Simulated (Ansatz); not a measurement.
# Phonons of ScCd (Pm-3m) against volume, part 2 of 2

Aim: how the phonons of ScCd (Pm-3m) shift with volume, and the thermal expansion that follows.

Ansatz 0.2.0; DFT PBEsol, scalar-relativistic, plane waves, PAW; PAW set soft_1.

So far, highest frequency on the path or at a solved wavevector (cm⁻¹): step 2 (response at finite wavevector) 220; step 4 (phonons at the other volume, volume ratio 0.97) 232.

### 5. Relaxing at another volume, volume ratio 1.03

The volume is scaled by 1.03 and held; symmetry leaves nothing to relax, so this is a single point. The modes can then be followed against volume.

Input file input.yaml:

```yaml
crystal:
  lattice:
    - [3.5198950757, 0.0, 0.0]
    - [0.0, 3.5198950757, 0.0]
    - [0.0, 0.0, 3.5198950757]
  atoms:
    - { symbol: Sc, position: [0.5, 0.5, 0.5] }
    - { symbol: Cd, position: [0.0, 0.0, 0.0] }
kpoints:
  mp_grid: { grid: [12, 12, 12] }
hamiltonian:
  xc: pbesol
  pseudopotentials: { kind: paw, azcp: { folder: soft_1 }, xc_functional: pbe }
scf:
  occupations: { method: methfessel_paxton, width: 0.2 }
output:
  forces: true
  stress: true
  eigenvalues: true
```

Run with:

```bash
> ansatz run input.yaml --threads 4 --pin off --max-ram 10240MiB --backend cpu --events-out ev --progress --plain --runs-dir out
```

Numbers of over 12 decimals in the logs are rounded to 6 here.

Output:

```text
[...]
Crystal: 2 atoms, lattice volume = 43.610 Å³
Basis set: ecut = 420 eV, 847 PW (Γ), exchange–correlation on 48×48×48 points (8 copies of the dense FFT grid, shifted against one another)
Bands: 20, of which v1, the nominal top of the filled ones, is band 16 counted from 1 (15 counted from 0)
Symmetry: 48 space group operations
[...]
k-points: 84 of 1728
[...]
--- Band table (eV; the first three rows and the last of 84) ---
  k-point 0: bands = [... 12 lower, 4.0672, 5.0614, 12.5767, 12.5767, 14.8457, 14.8457, 14.8457, 17.3546]
  k-point 1: bands = [... 12 lower, 4.0697, 5.1586, 12.5381, 12.5770, 14.6711, 14.6711, 14.8400, 16.8858]
  k-point 2: bands = [... 12 lower, 4.0767, 5.4515, 12.3302, 12.5778, 14.3021, 14.3021, 14.8242, 16.0378]
  k-point 83: bands = [... 12 lower, 4.3607, 10.9024, 10.9024, 10.9024, 13.6468, 15.4622, 15.4622, 16.9561]
[key lines of the parts left out:]
SCF converged after 8 iterations
Free energy (F): -10296.152827 eV
Fermi energy:    12.415679 eV
P = ⅓ Tr σ = -2.1059 GPa (-21.059 kbar)
```

Run time: 1.1 s. Hardware: 4 threads of Arm Neoverse V1, shared host; peak memory 0.37 GiB.

This step gave:

```
pressure        : -2.106 GPa
volume per atom : 21.81 Å³
```

The run ends at a pressure of -2.11 GPa.

### 6. Phonons at the other volume, volume ratio 1.03

The phonons are repeated at this volume on the same k and q meshes.

Edit input.yaml of step 5 so:

```diff
@@ -16,4 +16,11 @@
 output:
-  forces: true
-  stress: true
   eigenvalues: true
+phonons:
+  method: dfpt
+  qmesh: [4, 4, 4]
+  temperatures: { t_max: 1000, t_step: 50 }
+  qpath:
+    path:
+      - [[0.0, 0.0, 0.0], [0.0, 0.5, 0.0], [0.5, 0.5, 0.0], [0.0, 0.0, 0.0], [0.5, 0.5, 0.5], [0.0, 0.5, 0.0]]
+      - [[0.5, 0.5, 0.5], [0.5, 0.5, 0.0]]
+    npoints: 10
```

Output:

```text
[...]
Crystal: 2 atoms, lattice volume = 43.610 Å³
Basis set: ecut = 420 eV, 847 PW (Γ), exchange–correlation on 48×48×48 points (8 copies of the dense FFT grid, shifted against one another)
Bands: 20, of which v1, the nominal top of the filled ones, is band 16 counted from 1 (15 counted from 0)
Symmetry: 48 space group operations
k-points: 84 of 1728
[...]
k-point 83: bands = [... 12 lower, 4.3607, 10.9024, 10.9024, 10.9024, 13.6468, 15.4622, 15.4622, 16.9561]
[...]
ASR residual: 2.810e-5 → 0.000e0 eV/Å²; symmetrization residual: 7.039e-6 eV/Å²
  ASR residual per site (eV/Å²): 1.81e-5 2.81e-5
  Γ frequencies (cm⁻¹): 0.00 0.00 0.00 166.96 166.96 166.96
--- Phonons (arbitrary-q DFPT): 10 irreducible q on the 4×4×4 mesh ---
[...]
interpolated dispersion: 62 rows × 6 modes
[...]
[key lines of the parts left out:]
SCF converged after 11 iterations
Free energy (F): -10296.152827 eV
Fermi energy:    12.415704 eV
```

The job ended after 6.3 min (4 threads; peak memory 2.2 GiB; 24 min of CPU time).

Numbers from this step:

```yaml
sum_rule_residual_before_enforcement: 2.81e-5 eV/Å²
highest_frequency_on_the_path_or_at_a_solved_wavevector: 207.9 cm⁻¹
mean_frequency: 123.7 cm⁻¹
debye_temperature_second_moment: 251 K
logarithmic_mean_frequency: 109.8 cm⁻¹
highest_optical_mode_at_the_zone_centre_no_lo_to_term: 167.0 cm⁻¹
lowest_optical_zone_centre_mode: 167.0 cm⁻¹
lowest_mode_on_the_q_mesh_acoustic_modes_at_gamma_apart: 32.87 cm⁻¹
zero_point_energy_per_atom: 23 meV
heat_capacity_at_300_k: 24.09 J/(mol atoms K)
vibrational_entropy_at_300_k: 41.37 J/(mol atoms K)
edges_of_the_widest_gap_between_branches_on_path_and_mesh: 96.2, 120.1 cm⁻¹
```

Frequencies (cm⁻¹) solved at each irreducible wavevector; negative means imaginary. Frequencies by wavevector, by row:

```csv
q in reciprocal lattice units,star,mode 1,mode 2,mode 3,mode 4,mode 5,mode 6
0 0 0,1,0,0,0,167,167,167
0 0 0.25,6,64.9,64.9,73.9,161.9,161.9,179.3
0 0 -0.5,3,91.9,92.5,92.5,158.5,158.5,190.9
0 0.25 0.25,12,37.3,79.3,93.2,152.4,174,189
0 0.25 -0.5,12,60.5,70.2,93.2,140.8,185.8,193.8
0 -0.5 -0.5,3,32.9,32.9,93.6,120.1,207.9,207.9
0.25 0.25 0.25,8,71,71,80.8,169.2,182.1,182.1
0.25 0.25 -0.5,12,49.6,71.8,95,175,176.1,192
0.25 -0.5 -0.5,6,64,64,95.6,164.3,193.1,193.1
-0.5 -0.5 -0.5,1,86.3,86.3,86.3,180.3,180.3,180.3
```

The highest optical mode at the zone centre (no LO-TO term) is 167.0 cm⁻¹, -9.5 cm⁻¹ against the base run.

### 7. Grüneisen parameters

The Grüneisen parameter of a mode is minus the logarithmic change of its frequency with volume, −d ln ω / d ln V; weighted by heat capacity it gives the expansion.

Numbers from this step:

```
bulk modulus : 76.2 GPa
```

The phonon branches at the labelled points (cm⁻¹):

```csv
point,branch 1,branch 2,branch 3,branch 4,branch 5,branch 6
Γ,0,0,0,176,176,176
halfway,68,68,78,170,170,189
X,97,97,97,166,166,201
halfway,62,73,98,147,196,205
M,31,31,98,126,220,220
halfway,38,83,98,160,183,200
Γ,0,0,0,176,176,176
halfway,74,74,84,178,192,192
R,91,91,91,192,192,192
halfway,50,74,100,184,186,203
X,97,97,97,166,166,201
jump to R,91,91,91,192,192,192
halfway,67,67,100,173,205,205
M,31,31,98,126,220,220
```

The same for volume x 0.97:

```csv
point,branch 1,branch 2,branch 3,branch 4,branch 5,branch 6
Γ,0,0,0,186,186,186
X,102,102,102,173,173,212
M,28,28,103,131,232,232
Γ,0,0,0,186,186,186
R,96,96,96,203,203,203
X,102,102,102,173,173,212
R,96,96,96,203,203,203
M,28,28,103,131,232,232
```

The same for volume x 1.03:

```
point  branch 1  branch 2  branch 3  branch 4  branch 5  branch 6
    Γ         0         0         0       167       167       167
    X        92        92        92       158       158       191
    M        33        33        94       120       208       208
    Γ         0         0         0       167       167       167
    R        86        86        86       180       180       180
    X        92        92        92       158       158       191
    R        86        86        86       180       180       180
    M        33        33        94       120       208       208
```

The first set of phonon branches as a text plot (rows in cm⁻¹):

```
    227 |
    217 |             ****                                    ***
    208 |           **   ****                       *        *
    198 |     ******      *  **          ****    *** ***** **
    188 |   **     *       **  *     ****************     **
    179 |***      *          ** *****   *            **     *
    169 |   ******            **    ****              ****   *
    159 |         *          *
    150 |          *       **                                 *
    140 |           *     *                                    *
    130 |            ** **                                      *
    121 |              *
    111 |
    101 |       **********   **                   ********  *****
     92 |     ** **       ***        ***    ******     ** **
     82 |   ***   **         * *        *****    **   **   *
     72 |   *      *      *   *     *   ****      ****      *
     63 |           *           *      *           *  *      *
     53 |  *        **   *     *     **             **        *
     43 |  *         ** *       *  *                           *
     34 | *           *********  *  *                           *
     24 |                      * *
     14 |*                      *  *
      5 |                        **
         Γ      X      M          Γ            R        X|R     M
```

Mode Grueneisen parameter -dln(w)/dln(V), modes matched by rank; at Γ the acoustic branches take the value of a neighbouring point of the path. The mode Grüneisen parameters at the labelled points ():

```
    point  branch 1  branch 2  branch 3  branch 4  branch 5  branch 6
        Γ      1.25      1.25      1.67      1.84      1.84      1.84
  halfway      1.38      1.38      1.75      1.70      1.70      1.76
        X      1.72      1.66      1.66      1.46      1.46      1.77
  halfway      1.01      1.15      1.67      1.47      1.73      1.84
        M     -2.57     -2.57      1.64      1.49      1.81      1.81
  halfway      0.18      1.45      1.63      1.61      1.67      1.79
        Γ      0.17      1.21      1.65      1.84      1.84      1.84
  halfway      1.39      1.39      1.25      1.68      1.77      1.77
        R      1.83      1.83      1.83      2.01      2.01      2.01
  halfway      0.53      1.17      1.67      1.72      1.72      1.88
        X      1.72      1.66      1.66      1.46      1.46      1.77
jump to R      1.83      1.83      1.83      2.01      2.01      2.01
  halfway      1.30      1.30      1.61      1.67      1.90      1.90
        M     -2.57     -2.57      1.64      1.49      1.81      1.81
```

The mode Grüneisen parameters as a text plot (rows in , shown from -2.4 to 2.0 only):

```
   1.92 |*         ****          ***       ************   ******
   1.73 |*************************************  **************  *
   1.55 |    *****************       *** ****    *    ****  *****
   1.37 |   *      *       *****        *         *   **     *
   1.18 |***       *      *     ***  ****  *       ***
   1.00 |                          **    **        *  *
   0.82 |           *
   0.63 |           *    *                           *
   0.45 |                     **                    *
   0.26 |            *       *  *                             *
   0.08 |                        **
  -0.10 |            *
  -0.29 |                  **
  -0.47 |             *
  -0.65 |                                                      *
  -0.84 |               * *
  -1.02 |             *
  -1.21 |
  -1.39 |
  -1.57 |
  -1.76 |                *                                      *
  -1.94 |
  -2.12 |
  -2.31 |               *
         Γ      X      M          Γ            R        X|R     M
```

(dS/dlnV)/C_V. Table of thermodynamic Grueneisen parameter by temperature:

| temperature (K) | thermodynamic Grueneisen parameter |
| --- | --- |
| 50 | 1.23 |
| 100 | 1.39 |
| 150 | 1.43 |
| 200 | 1.45 |
| 250 | 1.46 |
| 300 | 1.46 |
| 350 | 1.46 |
| 400 | 1.46 |
| 450 | 1.47 |
| 500 | 1.47 |
| 550 | 1.47 |
| 600 | 1.47 |
| 650 | 1.47 |
| 700 | 1.47 |
| 750 | 1.47 |
| 800 | 1.47 |
| 850 | 1.47 |
| 900 | 1.47 |
| 950 | 1.47 |
| 1000 | 1.47 |

Gamma C_V/(B V) at the static volume. Table of volume expansion by temperature:

```
temperature (K)  volume expansion (1e-6/K)
             50                       13.1
            100                       26.4
            150                       31.8
            200                       34.2
            250                       35.4
            300                       36.1
            350                       36.5
            400                       36.8
            450                       37.0
            500                       37.1
            550                       37.2
            600                       37.3
            650                       37.4
            700                       37.4
            750                       37.4
            800                       37.5
            850                       37.5
            900                       37.5
            950                       37.5
           1000                       37.6
```

### 8. Results

| Property | Result |
| --- | --- |
| bulk modulus | 76.2 GPa |
| thermodynamic Grüneisen parameter at 300 K | 1.46 |
| volume expansion at 300 K, estimated | 36.07 × 10⁻⁶ K⁻¹ |

By this estimate the volume grows by 36.1 × 10⁻⁶ per kelvin at 300 K. The highest optical mode at Γ goes from 186 to 167 cm⁻¹ as the cell grows, a Grüneisen parameter of 1.84. Mode parameters on the path run from -2.6 to 2.0, with a median of 1.7. Modes with negative values stiffen as the cell grows and pull against the expansion. Branches are matched by rank, so values near crossings are rough. The expansion is the Grüneisen estimate at the static volume, with the static bulk modulus. With no gap, or one that is small against the smearing, the frequencies hang on the k mesh and the smearing, most of all near Kohn anomalies. The phonon runs are without spin polarisation, although the cell has an odd electron count. The PAW files were made for PBE and serve the other functionals too.

[Logs are printed without paths, hosts, clocks, repeated set-up lines and the standing remarks that a program may print on its own settings, such as how far it seeks lower states.]

[Hosts, paths, dates, database ids (printed as entryN), source tags and the programs' standing remarks are cut or masked in the printed files.]
